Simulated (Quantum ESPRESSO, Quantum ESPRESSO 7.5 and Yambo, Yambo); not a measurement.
## Quasiparticle gap of CdTe (F-43m) in Yambo

Aim: the G0W0 gap of CdTe (F-43m) on PBE, step by step.

Calculated with Quantum ESPRESSO 7.5 and Yambo 5.3.0; PBE and many-body steps on it, plane waves.

**Experimental background.**

- Gap 1.32 ± 0.02 eV: direct optical gap from Tauc analysis, 2.5 h deposition; UV-vis diffuse reflectance; film (electrodeposited 2.5 h on FTO, nearly stoichiometric) (“Electrodeposition of CdTe Thin Films for Solar Energy Water Splitting”, 2020, pmc:7177234).

- Gap 1.592 eV: near-band-edge L1 bound-exciton energy extrapolated to 0 K (Varshni), slightly below the true gap; temperature-dependent photoluminescence; 0 K; bulk crystal (vertical Bridgman single crystal) (“Photoluminescence characteristics of Cd1-xMnxTe single crystals grown by the vertical Bridgman method”, 2012, pmc:3275455).

- Gap 1.48 ± 0.02 eV: direct optical gap from Tauc analysis, 1.5 h deposition; UV-vis diffuse reflectance; film (electrodeposited 1.5 h on FTO, Te-rich) (“Electrodeposition of CdTe Thin Films for Solar Energy Water Splitting”, 2020, pmc:7177234).

This is a report of a sequence of runs, with most program output left out.

### 1. The starting structure

It takes space group F-43m (No. 216, cubic). The conventional cell has a = 6.480 Å, b = 6.480 Å, c = 6.480 Å, α = 90.00°, β = 90.00°, γ = 90.00°. Nearest to Cd lie 4 Te at 2.81 Å. Nearest to Te lie 4 Cd at 2.81 Å. Farther neighbours and most contacts between anions are not listed.

The cell and positions come from the Crystallography Open Database and are kept as given unless a step says otherwise. Spin-orbit coupling is left out unless a step names it.

### 2. Ground state

This step: Quantum ESPRESSO 7.5; DFT, PBE, plane waves, norm-conserving pseudopotentials.

The ground-state density comes first.

File pw.in:

```
&control
  calculation = 'scf'
  prefix = 'x'
  outdir = 'o'
  pseudo_dir = 'pseudo'
/
&system
  ibrav = 0
  nat = 2
  ntyp = 2
  ecutwfc = 94.0
  nbnd = 27
  force_symmorphic = .true.
/
&electrons
  conv_thr = 1e-10
  electron_maxstep = 80
  mixing_beta = 0.5
/
ATOMIC_SPECIES
  Cd 112.41 Cd.upf
  Te 127.6 Te.upf
CELL_PARAMETERS angstrom
  0.0000000000 3.2400000000 3.2400000000
  3.2400000000 0.0000000000 3.2400000000
  3.2400000000 3.2400000000 0.0000000000
ATOMIC_POSITIONS crystal
  Cd 0.0000000000 0.0000000000 0.0000000000
  Te 0.2500000000 0.2500000000 0.2500000000
K_POINTS automatic
  6 6 6 0 0 0
```

The run is started by

```sh
> OMP_NUM_THREADS=1 mpirun -n 4 pw.x -nk 4 -in pw.in > pw.out
```

Wall time 18 s (4 MPI ranks of Arm Neoverse V1, shared host); peak memory 0.39 GiB.

This step gave:

```
total energy               : -12404.6757 eV
gap                        : 0.7705 eV
k of the valence top       : 0, 0, 0
k of the conduction bottom : 0, 0, 0
least direct gap           : 0.7705 eV
```

The gap is direct, at Γ.

### 3. Bands along the symmetry lines

The cheap functional maps the bands first; the places of the edges decide which points the dearer methods must see.

File pw.in:

```
&control
  calculation = 'bands'
  prefix = 'x'
  outdir = 'o'
  pseudo_dir = 'pseudo'
/
&system
  ibrav = 0
  nat = 2
  ntyp = 2
  ecutwfc = 94.0
  nbnd = 28
  force_symmorphic = .true.
/
&electrons
  conv_thr = 1e-9
  electron_maxstep = 80
  diago_full_acc = .true.
  diago_thr_init = 5e-6
/
ATOMIC_SPECIES
  Cd 112.41 Cd.upf
  Te 127.6 Te.upf
CELL_PARAMETERS angstrom
  0.0000000000 3.2400000000 3.2400000000
  3.2400000000 0.0000000000 3.2400000000
  3.2400000000 3.2400000000 0.0000000000
ATOMIC_POSITIONS crystal
  Cd 0.0000000000 0.0000000000 0.0000000000
  Te 0.2500000000 0.2500000000 0.2500000000
K_POINTS crystal
  50
  0.00000000 0.00000000 0.00000000 1
  -0.06250000 -0.06250000 0.00000000 1
  -0.12500000 -0.12500000 0.00000000 1
  -0.18750000 -0.18750000 0.00000000 1
  -0.25000000 -0.25000000 0.00000000 1
  -0.31250000 -0.31250000 0.00000000 1
  -0.37500000 -0.37500000 0.00000000 1
  -0.43750000 -0.43750000 0.00000000 1
  -0.50000000 -0.50000000 0.00000000 1
  -0.48437500 -0.48437500 0.03125000 1
  -0.46875000 -0.46875000 0.06250000 1
  -0.45312500 -0.45312500 0.09375000 1
  -0.43750000 -0.43750000 0.12500000 1
  -0.42187500 -0.42187500 0.15625000 1
  -0.40625000 -0.40625000 0.18750000 1
  -0.39062500 -0.39062500 0.21875000 1
  -0.37500000 -0.37500000 0.25000000 1
  -0.37500000 0.00000000 0.37500000 1
  -0.32812500 0.00000000 0.32812500 1
  -0.28125000 0.00000000 0.28125000 1
  -0.23437500 0.00000000 0.23437500 1
  -0.18750000 0.00000000 0.18750000 1
  -0.14062500 0.00000000 0.14062500 1
  -0.09375000 0.00000000 0.09375000 1
  -0.04687500 0.00000000 0.04687500 1
  0.00000000 0.00000000 0.00000000 1
  0.00000000 0.00000000 0.06250000 1
  0.00000000 0.00000000 0.12500000 1
  0.00000000 0.00000000 0.18750000 1
  0.00000000 0.00000000 0.25000000 1
  0.00000000 0.00000000 0.31250000 1
  0.00000000 0.00000000 0.37500000 1
  0.00000000 0.00000000 0.43750000 1
  0.00000000 0.00000000 0.50000000 1
  -0.06250000 -0.03125000 0.46875000 1
  -0.12500000 -0.06250000 0.43750000 1
  -0.18750000 -0.09375000 0.40625000 1
  -0.25000000 -0.12500000 0.37500000 1
  -0.31250000 -0.15625000 0.34375000 1
  -0.37500000 -0.18750000 0.31250000 1
  -0.43750000 -0.21875000 0.28125000 1
  -0.50000000 -0.25000000 0.25000000 1
  -0.50000000 -0.28125000 0.21875000 1
  -0.50000000 -0.31250000 0.18750000 1
  -0.50000000 -0.34375000 0.15625000 1
  -0.50000000 -0.37500000 0.12500000 1
  -0.50000000 -0.40625000 0.09375000 1
  -0.50000000 -0.43750000 0.06250000 1
  -0.50000000 -0.46875000 0.03125000 1
  -0.50000000 -0.50000000 0.00000000 1
```

It took 14 s on 4 MPI ranks; peak memory 0.31 GiB; 54 s of CPU time.

This step gave:

* gap: 0.7705 eV
* k of the valence top: 0, 0, 0
* k of the conduction bottom: 0, 0, 0
* least direct gap: 0.7705 eV

The gap is 0.770 eV, as in the run before at this level.

Electronic bands along the path, in eV, zero at the top of the highest filled band:

```csv
point,band 19,band 20,band 21,band 22,band 23,band 24,band 25,band 26
Γ,-8.02,0.00,0.00,0.00,0.77,4.62,4.62,4.62
halfway,-7.99,-2.66,-1.08,-1.08,2.95,3.34,6.49,6.49
X,-7.53,-4.30,-1.86,-1.86,2.62,2.68,8.83,9.15
halfway,-7.51,-4.27,-2.15,-1.78,2.72,3.25,8.10,8.50
U,-7.48,-4.20,-2.55,-1.54,2.91,4.53,7.36,7.48
jump to K,-7.48,-4.20,-2.55,-1.54,2.91,4.53,7.36,7.48
halfway,-7.96,-3.01,-1.49,-0.45,2.83,4.89,5.33,5.45
Γ,-8.02,0.00,0.00,0.00,0.77,4.62,4.62,4.62
halfway,-8.02,-2.72,-0.43,-0.43,1.99,5.17,5.17,5.37
L,-7.67,-4.42,-0.77,-0.77,1.82,5.21,5.21,7.07
halfway,-7.57,-4.23,-2.06,-1.26,3.24,4.61,5.99,7.21
W,-7.45,-4.18,-2.32,-2.19,4.26,4.69,5.57,6.32
halfway,-7.49,-4.24,-2.10,-2.04,3.32,3.32,7.47,7.56
X,-7.53,-4.30,-1.86,-1.86,2.62,2.68,8.83,9.15
```

### 4. Empty states on the mesh, 4×4×4 mesh, 305 bands

The sums over transitions need many empty states on a uniform mesh; this step solves for them.

File pw.in:

```
&control
  calculation = 'nscf'
  prefix = 'x'
  outdir = 'o'
  pseudo_dir = 'pseudo'
/
&system
  ibrav = 0
  nat = 2
  ntyp = 2
  ecutwfc = 94.0
  nbnd = 305
  force_symmorphic = .true.
/
&electrons
  conv_thr = 1e-9
  electron_maxstep = 80
  diago_full_acc = .true.
  diago_thr_init = 5e-6
/
ATOMIC_SPECIES
  Cd 112.41 Cd.upf
  Te 127.6 Te.upf
CELL_PARAMETERS angstrom
  0.0000000000 3.2400000000 3.2400000000
  3.2400000000 0.0000000000 3.2400000000
  3.2400000000 3.2400000000 0.0000000000
ATOMIC_POSITIONS crystal
  Cd 0.0000000000 0.0000000000 0.0000000000
  Te 0.2500000000 0.2500000000 0.2500000000
K_POINTS automatic
  4 4 4 0 0 0
```

Elapsed: 66 s, on 4 MPI ranks; peak memory 0.96 GiB; 4.4 min of CPU time.

This step gave:

```yaml
gap: 0.7705 eV
k_of_the_valence_top: 0, 0, 0
k_of_the_conduction_bottom: 0, 0, 0
least_direct_gap: 0.7705 eV
k_points_computed: 8
lowest_point_of_the_top_converged_band_above_the_valence_top: 137.2128 eV
```

On this mesh the gap is 0.770 eV.

### 5. Conversion and set-up

This step: Yambo 5.3.0; conversion and set-up on PBE, plane waves, norm-conserving pseudopotentials.

The states are converted to the many-body program's format and the q mesh is built.

The run is started by

```sh
> (cd o/x.save; p2y > p2y.log; mv SAVE ../..); yambo > setup.log
```

Run time: 3.7 s. Hardware: 1 MPI rank; peak memory 0.26 GiB.

### 6. Screening and self-energy, 4×4×4 mesh, 305 bands, screening to 244.9 eV

Now the one-shot GW correction: screening in the RPA, then the self-energy of the levels asked for.

This step: G0W0 on PBE, plane waves, norm-conserving pseudopotentials.

File gw3.in:

```
HF_and_locXC
gw0
dyson
ppa
em1d
rim_cut
RandQpts= 1000000
RandGvec= 1 RL
EXXRLvcs= 94 Ry
VXCRLvcs= 376 Ry
Chimod= "HARTREE"
% BndsRnXp
 1 | 305 |
%
NGsBlkXp= 18 Ry
% LongDrXp
 1 | 1 | 1 |
%
% GbndRnge
 1 | 305 |
%
DysSolver= "n"
ExtendOut
PPAPntXp= 27.21138 eV
% QPkrange
 1 | 1 | 21 | 24 |
%
```

The run is started by

```sh
> OMP_NUM_THREADS=1 mpirun -n 4 yambo -F gw3.in -J gw3 -C gw3 > gw3.log
```

Wall time 22 min (4 MPI ranks); peak memory 3.2 GiB.

This step gave:

```
G0W0 gap on the points computed              : 1.563 eV
starting gap on the mesh                     : 0.7705 eV
k of the valence top                         : 0, 0, 0
k of the conduction bottom                   : 0, 0, 0
least direct G0W0 gap on the computed points : 1.563 eV
Z at the valence top                         : 0.7975
Z at the conduction bottom                   : 0.8095
```

The gap on the mesh goes from 0.77 eV to 1.56 eV, a correction of +0.79 eV.

Limits: finite bands, cutoff and mesh; no spin-orbit coupling; coarse k mesh. v1 is the top filled band, c1 the lowest empty one. Levels before and after the correction, in eV, zero at the valence-band top of each column:

```csv
,conduction bottom,valence top
Kohn-Sham,0.77,0.00
G0W0,1.56,0.00
```

```csv
,level,energy (eV)
Kohn-Sham,Γ v2-v1,0.000
Kohn-Sham,Γ c1,0.770
Kohn-Sham,Γ c2,4.620
G0W0,Γ v2-v1,0.000
G0W0,Γ c1,1.563
G0W0,Γ c2,5.366
```

### 7. Where the time went

Times are wall times on the hardware named with each run, good to a factor of about two.

```csv
step,time,share,memory (GiB)
ground state,18 s,1 %,0.39
bands along the symmetry lines,14 s,1 %,0.31
empty states on the mesh,66 s,5 %,0.96
conversion and set-up,3.7 s,0 %,0.26
screening and self-energy,22 min,93 %,3.2
```

### 8. Results

```json
{
  "PBE gap": "0.77 eV, direct",
  "G0W0 gap on the mesh": "1.56 eV",
  "GW settings": "4×4×4 mesh, 305 bands, screening to 244.9 eV, Godby-Needs plasmon pole",
  "known limits": "not at the basis limit; no spin-orbit coupling; coarse k mesh"
}
```

In words: G0W0 moves the gap on the mesh from 0.77 eV to 1.56 eV (+0.79 eV), with Z of 0.80 and 0.81 at the edges. Only 1 of the mesh's irreducible points was corrected, so a valley elsewhere could overtake. The dearest step here is «screening and self-energy». Against experiment, by G0W0@PBE: the direct gap of 1.56 eV lies +0.24 eV from the measured 1.32 ± 0.02 eV (direct, 2020); the direct gap of 1.56 eV lies −0.03 eV from the measured 1.592 eV (exciton, 0 K, 2012); the direct gap of 1.56 eV lies +0.08 eV from the measured 1.48 ± 0.02 eV (direct, 2020). An exciton line or allowed optical edge lies below the quasiparticle gap by the binding energy; a forbidden edge can push the onset above it. The calculation has static nuclei and no excitons; a measured gap holds zero-point and thermal motion, which mostly lowers it. With atoms this heavy the missing spin-orbit coupling can matter too. Bands and cutoff are finite, so the gap is not at the basis limit. The miss can reach some tenths of an eV and take either sign; the mesh is an error of its own. In the G0W0 run levels were corrected at 1 k point alone, so a gap called «on the mesh» is the least over those, and an edge elsewhere would be missed. The 4×4×4 mesh is coarse for this cell, which bears on the long-range parts of exchange and screening.

[Paths, hosts, dates, memory and timing lines, banners, echoed tables and standing remarks are left out of the program output.]

[Logs are printed without paths, hosts, clocks, repeated set-up lines and the standing remarks that a program may print on its own settings, such as how far it seeks lower states.]

[Runs of the session that timed out or met a known fault of the program may be left out.]

[Hosts, paths, dates, database ids (printed as entryN), source tags and the programs' standing remarks are cut or masked in the printed files.]
